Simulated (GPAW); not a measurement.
Consider zinc-blende (GaP)1-x(InP)x, x = 0.875.

```cif
data_structure
_symmetry_space_group_name_H-M 'P 1'
_symmetry_Int_Tables_number 1
_cell_length_a 8.2261
_cell_length_b 8.2261
_cell_length_c 8.2261
_cell_angle_alpha 60.000
_cell_angle_beta 60.000
_cell_angle_gamma 60.000
_cell_volume 393.61
loop_
_atom_site_label
_atom_site_type_symbol
_atom_site_fract_x
_atom_site_fract_y
_atom_site_fract_z
_atom_site_occupancy
In1 In 0.00033 0.99903 0.99788 1
P2 P 0.12549 0.12455 0.12275 1
In3 In 0.99990 0.00084 0.49774 1
P4 P 0.12089 0.13869 0.61848 1
In5 In 0.99978 0.49973 0.00008 1
P6 P 0.12002 0.61958 0.13930 1
Ga7 Ga 0.99957 0.49956 0.50040 1
P8 P 0.11885 0.62096 0.62028 1
In9 In 0.50021 0.99971 0.00004 1
P10 P 0.62496 0.12455 0.12487 1
In11 In 0.50051 0.99666 0.50031 1
P12 P 0.62474 0.12275 0.62523 1
In13 In 0.49935 0.50001 0.99887 1
P14 P 0.62447 0.62491 0.12406 1
In15 In 0.49839 0.49793 0.49924 1
P16 P 0.63872 0.61743 0.61960 1
```

Absorber: atom 2, with 4 In at 2.52 Å (tetrahedral). Method: GPAW, LDA, excited-electron core hole (neutral cell), 16-atom cell with 8.2 Å between holes, 4×4×4 k points, dipole transitions, Gaussian full width 0.9 eV up to 4 eV, rising linearly to 3.5 eV at 25 eV.

Q: Predict the near-edge structure at the P K edge.

Main maxima up to 24 eV above the zero (height): 2.1 eV (1.79), 3.9 eV (2.19), 6.4 eV (1.58) and 13.3 eV (1.08). A K edge sees empty p states on the absorber. The total-energy difference is 2146.91 eV. One term is added: -15.84 eV, since the hole is spin-paired here and a spin-polarised one costs that much less in the free atom (computed apart). The photon energy is then 2131.07 eV. The functional leaves an error in such absolute values: in the free atom LDA prices this hole 8.5 eV below PBE (computed apart), and PBE is itself good to a few eV.

The P K spectrum (energy from the bottom of the conduction band, which holds the excited electron; intensity scaled to a mean of 1 over the first 20 eV):

| E (eV) | intensity |
| --- | --- |
| -2.00 | 0.00 |
| -1.25 | 0.00 |
| -0.50 | 0.00 |
| 0.25 | 0.05 |
| 1.00 | 0.59 |
| 1.75 | 1.68 |
| 2.50 | 1.73 |
| 3.25 | 1.41 |
| 4.00 | 2.17 |
| 4.75 | 1.40 |
| 5.50 | 1.21 |
| 6.25 | 1.55 |
| 7.00 | 1.30 |
| 7.75 | 1.11 |
| 8.50 | 1.02 |
| 9.25 | 0.68 |
| 10.00 | 0.53 |
| 10.75 | 0.61 |
| 11.50 | 0.79 |
| 12.25 | 0.97 |
| 13.00 | 1.07 |
| 13.75 | 1.07 |
| 14.50 | 0.99 |
| 15.25 | 0.88 |
| 16.00 | 0.76 |
| 16.75 | 0.65 |
| 17.50 | 0.58 |
| 18.25 | 0.58 |
| 19.00 | 0.63 |
| 19.75 | 0.70 |
| 20.50 | 0.74 |
| 21.25 | 0.76 |
| 22.00 | 0.80 |
| 22.75 | 0.90 |
| 23.50 | 1.02 |
| 24.25 | 1.10 |
| 25.00 | 1.12 |
| 25.75 | 1.06 |
| 26.50 | 0.97 |
| 27.25 | 0.88 |
| 28.00 | 0.85 |

The mesh is coarse (0.23 Å⁻¹ between points), so small maxima may be mesh ripples. Lifetime broadening is put in by hand, and intensities beyond about 20 eV depend on it and on the partial waves.

[Banner, clock and machine lines of the logs are left out without a mark of their own.]

[Logs are printed without paths, hosts, clocks, repeated set-up lines and the standing remarks that a program may print on its own settings, such as how far it seeks lower states.]

[Hosts, paths, dates, database ids (printed as entryN), source tags and the programs' standing remarks are cut or masked in the printed files.]

[Lists of maxima count a maximum above −3 eV only where it reaches 4 % of the highest in the window and stands out from its surroundings by 2 % of it (1.5 % where it reaches 55 %); shoulders and weaker maxima are passed over, and of the rest the first, up to two pre-edge ones and the few strongest are named.]
